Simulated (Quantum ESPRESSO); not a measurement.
## Magnetic state of MnF2 from several starts

Aim: find out which collinear order of MnF2 costs least.

Program: Quantum ESPRESSO 7.5. Level of theory: PBE with U = 4 eV on Mn d (ortho-atomic projectors); plane waves with GBRV 1.5 PBE potentials, no spin-orbit coupling. Results are calculated unless marked as measured.

## 1. Set-up

The structure is tetragonal, space group P4_2/mnm (No. 136). The conventional cell has a = 4.874 Å, b = 4.874 Å, c = 3.311 Å, α = 90.00°, β = 90.00°, γ = 90.00°. Nearest to Mn lie 6 F at 2.10 to 2.13 Å. F has 3 Mn at 2.10 to 2.13 Å nearest. Farther neighbours and most contacts between anions are not listed.

The cell comes from the Crystallography Open Database.

## 2. Start 1: ferro ++

The signs are those of the starting moments on the seeded atoms, the atoms that are given a moment.

Contents of pw.in:

```
&CONTROL
  calculation = 'scf'
  prefix = 'pwscf'
  outdir = './tmp'
  pseudo_dir = './pseudo'
  disk_io = 'nowf'
/
&SYSTEM
  ibrav = 0
  celldm(1) = 8
  nat = 6
  ntyp = 2
  ecutwfc = 40
  ecutrho = 280
  nbnd = 44
  occupations = 'smearing'
  smearing = 'fd'
  degauss = 0.00367493
  nspin = 2
  starting_magnetization(1) = 0.3
  starting_magnetization(2) = 0
/
&ELECTRONS
  conv_thr = 1.2d-08
  electron_maxstep = 150
  mixing_beta = 0.3
/
ATOMIC_SPECIES
Mn     54.9380 mn_pbe_v1.5.uspp.F.UPF
F      18.9984 f_pbe_v1.4.uspp.F.UPF
CELL_PARAMETERS alat
   1.1512683982751    0.0000000000000    0.0000000000000
   0.0000000000000    1.1512683982751    0.0000000000000
   0.0000000000000    0.0000000000000    0.7820395350998
ATOMIC_POSITIONS crystal
Mn      0.0000000000    0.0000000000    0.0000000000
Mn      0.5000000000    0.5000000000    0.5000000000
F       0.3053000000    0.3053000000    0.0000000000
F       0.1947000000    0.8053000000    0.5000000000
F       0.6947000000    0.6947000000    0.0000000000
F       0.8053000000    0.1947000000    0.5000000000
K_POINTS automatic
8 8 8 0 0 0
HUBBARD {ortho-atomic}
U Mn-3d 4.0000
```

Run with:

```bash
OMP_NUM_THREADS=1 mpirun -n 4 pw.x -nk 4 -in pw.in > pw.out
```

What it wrote:

```text
Program PWSCF v.7.5 starts

     Message from routine setup:
     using ibrav=0 with symmetry is DISCOURAGED, use correct ibrav instead

     K-points division:     npool     =       4
     Subspace diagonalization in iterative solution of the eigenvalue problem:

     G-vector sticks info
     --------------------
     sticks:   dense  smooth     PW     G-vecs:    dense   smooth      PW
     Sum        1893    1085    333                42069    18157    3081

     Using Slab Decomposition

     bravais-lattice index     =            0
     lattice parameter (alat)  =       8.0000  a.u.
     unit-cell volume          =     530.7034 (a.u.)^3
     number of atoms/cell      =            6
     number of atomic types    =            2
     number of electrons       =        58.00
     number of Kohn-Sham states=           44
     kinetic-energy cutoff     =      40.0000  Ry
     charge density cutoff     =     280.0000  Ry
     scf convergence threshold =      1.2E-08
     mixing beta               =       0.3000
     number of iterations used =            8  plain     mixing
     Exchange-correlation=  SLA  PW   PBX  PBC
                           (   1   4   3   4   0   0   0)
     Hubbard projectors: ortho-atomic
     Hubbard parameters of DFT+U (Dudarev formulation) in eV:
     U(Mn-3d) =  4.0000

     Internal variables: lda_plus_u =T, lda_plus_u_kind = 0

     Internal variables: orbital_resolved =F, hub_pot_fix =F, apply_U = F

     celldm(1)=   8.000000  celldm(2)=   0.000000  celldm(3)=   0.000000
     celldm(4)=   0.000000  celldm(5)=   0.000000  celldm(6)=   0.000000

     crystal axes: (cart. coord. in units of alat)
               a(1) = (   1.151268   0.000000   0.000000 )
               a(2) = (   0.000000   1.151268   0.000000 )
               a(3) = (   0.000000   0.000000   0.782040 )

     reciprocal axes: (cart. coord. in units 2 pi/alat)
               b(1) = (  0.868607  0.000000  0.000000 )
               b(2) = (  0.000000  0.868607  0.000000 )
               b(3) = (  0.000000  0.000000  1.278708 )

     PseudoPot. # 1 for Mn read from file:
     mn_pbe_v1.5.uspp.F.UPF
     Pseudo is Ultrasoft + core correction, Zval = 15.0
     Generated by new atomic code, or converted to UPF format
     Using radial grid of  859 points,  6 beta functions with:
                l(1) =   0
                l(2) =   0
                l(3) =   1
                l(4) =   1
                l(5) =   2
                l(6) =   2
     Q(r) pseudized with  8 coefficients,  rinner =    0.950   0.950   0.950
                                                       0.950   0.950

     PseudoPot. # 2 for F  read from file:
     f_pbe_v1.4.uspp.F.UPF
     Pseudo is Ultrasoft, Zval =  7.0
     Generated by new atomic code, or converted to UPF format
     Using radial grid of  799 points,  4 beta functions with:
                l(1) =   0
                l(2) =   0
                l(3) =   1
                l(4) =   1
     Q(r) pseudized with  8 coefficients,  rinner =    0.950   0.950   0.950

     atomic species   valence    mass     pseudopotential
     Mn               15.00    54.93800     Mn( 1.00)
     F                 7.00    18.99840     F ( 1.00)

     Starting magnetic structure
     atomic species   magnetization
     Mn              0.300
     F               0.000

     16 Sym. Ops., with inversion, found ( 8 have fractional translation)

   Cartesian axes

     site n.     atom                  positions (alat units)
         1        Mn     tau(   1) = (   0.0000000   0.0000000   0.0000000  )
         2        Mn     tau(   2) = (   0.5756342   0.5756342   0.3910198  )
         3        F      tau(   3) = (   0.3514822   0.3514822   0.0000000  )
         4        F      tau(   4) = (   0.2241520   0.9271164   0.3910198  )
         5        F      tau(   5) = (   0.7997862   0.7997862   0.0000000  )
         6        F      tau(   6) = (   0.9271164   0.2241520   0.3910198  )

     number of k points=    75  Fermi-Dirac smearing, width (Ry)=  0.0037
                       cart. coord. in units 2pi/alat
        k(    1) = (   0.0000000   0.0000000   0.0000000), wk =   0.0019531
        k(    2) = (   0.0000000   0.0000000   0.1598385), wk =   0.0039062
        k(    3) = (   0.0000000   0.0000000   0.3196769), wk =   0.0039062
        k(    4) = (   0.0000000   0.0000000   0.4795154), wk =   0.0039062
        k(    5) = (   0.0000000   0.0000000  -0.6393539), wk =   0.0019531
        [... 70 further k-points ...]

     Dense  grid:    42069 G-vectors     FFT dimensions: (  50,  50,  36)

     Smooth grid:    18157 G-vectors     FFT dimensions: (  40,  40,  30)

     Check: negative core charge=   -0.000038
     Generating pointlists ...
     new r_m :   0.2050 (alat units)  1.6403 (a.u.) for type    1
     new r_m :   0.2050 (alat units)  1.6403 (a.u.) for type    2

     Initial potential from superposition of free atoms

     starting charge      56.9998, renormalised to      58.0000

     STARTING HUBBARD OCCUPATIONS:

     =================== HUBBARD OCCUPATIONS ===================
     ------------------------ ATOM    1 ------------------------
     Tr[ns(  1)] (up, down, total) =   5.00000  0.00000  5.00000
     Atomic magnetic moment for atom   1 =   5.00000
     [... lines left out ...]
     ------------------------ ATOM    2 ------------------------
     Tr[ns(  2)] (up, down, total) =   5.00000  0.00000  5.00000
     Atomic magnetic moment for atom   2 =   5.00000
     [... lines left out ...]
     Number of occupied Hubbard levels =   10.0000

     Atomic wfc used for Hubbard projectors are orthogonalized

     Starting wfcs are   42 randomized atomic wfcs +    2 random wfcs

     Self-consistent Calculation

     iteration #  1     ecut=    40.00 Ry     beta= 0.30
     Davidson diagonalization with overlap
     ethr =  1.00E-02,  avg # of iterations =  5.2

     =================== HUBBARD OCCUPATIONS ===================
     ------------------------ ATOM    1 ------------------------
     Tr[ns(  1)] (up, down, total) =   4.97501  0.12945  5.10447
     Atomic magnetic moment for atom   1 =   4.84556
     [... lines left out ...]
     ------------------------ ATOM    2 ------------------------
     Tr[ns(  2)] (up, down, total) =   4.97501  0.12945  5.10447
     Atomic magnetic moment for atom   2 =   4.84556
     [... lines left out ...]
     Number of occupied Hubbard levels =   10.2089

     Threshold (ethr) on eigenvalues was too large:
     Diagonalizing with lowered threshold

     Davidson diagonalization with overlap
     ethr =  8.11E-04,  avg # of iterations =  1.0

     total energy              =    -617.13291788 Ry
     estimated scf accuracy    <       0.47802533 Ry

     total magnetization       =    10.00 Bohr mag/cell
     absolute magnetization    =    10.00 Bohr mag/cell

     iteration #  2     ecut=    40.00 Ry     beta= 0.30
     Davidson diagonalization with overlap
     ethr =  8.24E-04,  avg # of iterations =  1.6

     total energy              =    -617.20696199 Ry
     estimated scf accuracy    <       0.05559879 Ry

     total magnetization       =    10.00 Bohr mag/cell
     absolute magnetization    =    10.00 Bohr mag/cell

     iteration #  3     ecut=    40.00 Ry     beta= 0.30
     Davidson diagonalization with overlap
     ethr =  9.59E-05,  avg # of iterations =  2.3

     negative rho (up, down):  0.000E+00 1.199E-03

     total energy              =    -617.22079520 Ry
     estimated scf accuracy    <       0.02151112 Ry

     total magnetization       =    10.00 Bohr mag/cell
     absolute magnetization    =    10.00 Bohr mag/cell

     [... further iterations left out ...]

     iteration #  7     ecut=    40.00 Ry     beta= 0.30
     Davidson diagonalization with overlap
     ethr =  6.79E-08,  avg # of iterations =  2.0

     negative rho (up, down):  0.000E+00 1.644E-03

     total energy              =    -617.22279856 Ry
     estimated scf accuracy    <       0.00000071 Ry

     total magnetization       =    10.00 Bohr mag/cell
     absolute magnetization    =    10.00 Bohr mag/cell

     iteration #  8     ecut=    40.00 Ry     beta= 0.30
     Davidson diagonalization with overlap
     ethr =  1.22E-09,  avg # of iterations =  2.6

     negative rho (up, down):  0.000E+00 1.642E-03

     total energy              =    -617.22279772 Ry
     estimated scf accuracy    <       0.00000385 Ry

     total magnetization       =    10.00 Bohr mag/cell
     absolute magnetization    =    10.00 Bohr mag/cell

     iteration #  9     ecut=    40.00 Ry     beta= 0.30
     Davidson diagonalization with overlap
     ethr =  1.22E-09,  avg # of iterations =  2.5

     negative rho (up, down):  0.000E+00 1.641E-03

     total energy              =    -617.22279881 Ry
     estimated scf accuracy    <       0.00000009 Ry

     total magnetization       =    10.00 Bohr mag/cell
     absolute magnetization    =    10.00 Bohr mag/cell

     iteration # 10     ecut=    40.00 Ry     beta= 0.30
     Davidson diagonalization with overlap
     ethr =  1.51E-10,  avg # of iterations =  2.0

     negative rho (up, down):  0.000E+00 1.641E-03

     Magnetic moment per site  (integrated on atomic sphere of radius R)
     atom   1 (R=0.205)  charge= 12.3336  magn=  4.2474
     atom   2 (R=0.205)  charge= 12.3336  magn=  4.2474
     atom   3 (R=0.205)  charge=  6.7234  magn=  0.0716
     atom   4 (R=0.205)  charge=  6.7234  magn=  0.0716
     atom   5 (R=0.205)  charge=  6.7234  magn=  0.0716
     atom   6 (R=0.205)  charge=  6.7234  magn=  0.0716

     End of self-consistent calculation

     =================== HUBBARD OCCUPATIONS ===================
     ------------------------ ATOM    1 ------------------------
     Tr[ns(  1)] (up, down, total) =   4.98841  0.19018  5.17859
     Atomic magnetic moment for atom   1 =   4.79823
     [... lines left out ...]
     ------------------------ ATOM    2 ------------------------
     Tr[ns(  2)] (up, down, total) =   4.98841  0.19018  5.17859
     Atomic magnetic moment for atom   2 =   4.79823
     [... lines left out ...]
     Number of occupied Hubbard levels =   10.3572

     Number of k-points >= 100: set verbosity='high' to print the bands.

     the Fermi energy is     7.4931 ev

!    total energy              =    -617.22279891 Ry
     estimated scf accuracy    <          9.8E-09 Ry
     smearing contrib. (-TS)   =      -0.00000000 Ry
     internal energy E=F+TS    =    -617.22279891 Ry

     The total energy is F=E-TS. E is the sum of the following terms:
     one-electron contribution =    -374.66936122 Ry
     hartree contribution      =     212.85119342 Ry
     xc contribution           =     -91.27464194 Ry
     ewald contribution        =    -364.18633894 Ry
     Hubbard energy            =       0.05634977 Ry

     total magnetization       =    10.00 Bohr mag/cell
     absolute magnetization    =    10.00 Bohr mag/cell

     convergence has been achieved in  10 iterations

=------------------------------------------------------------------------------=
   JOB DONE.
=------------------------------------------------------------------------------=
```

The job ended after 44 s (4 MPI ranks of Intel Xeon 6975P-C (Granite Rapids), shared host; peak memory 0.72 GiB).

Spin moment in the atom's sphere by atom:

```
atom  spin moment in the atom's sphere (μB)
 Mn1                                   4.25
 Mn2                                   4.25
  F3                                   0.07
  F4                                   0.07
  F5                                   0.07
  F6                                   0.07
```

Numbers from this step:

```
smearing term TS       : 2.19e-11 eV
magnetization          : 10 μB
absolute magnetization : 10.00 μB
final state            : ferromagnetic
```

[end of part 1 of 3]

[Logs and program files are shortened in this print: banners, set-up blocks, solver, clock and traceback lines can be left out without a mark of their own.]

[Logs are printed without paths, hosts, clocks, repeated set-up lines and the standing remarks that a program may print on its own settings, such as how far it seeks lower states.]

[Hosts, paths, dates, database ids (printed as entryN), source tags and the programs' standing remarks are cut or masked in the printed files.]

[Where a cell is said to come from a database of computed structures, the database is the Materials Project.]
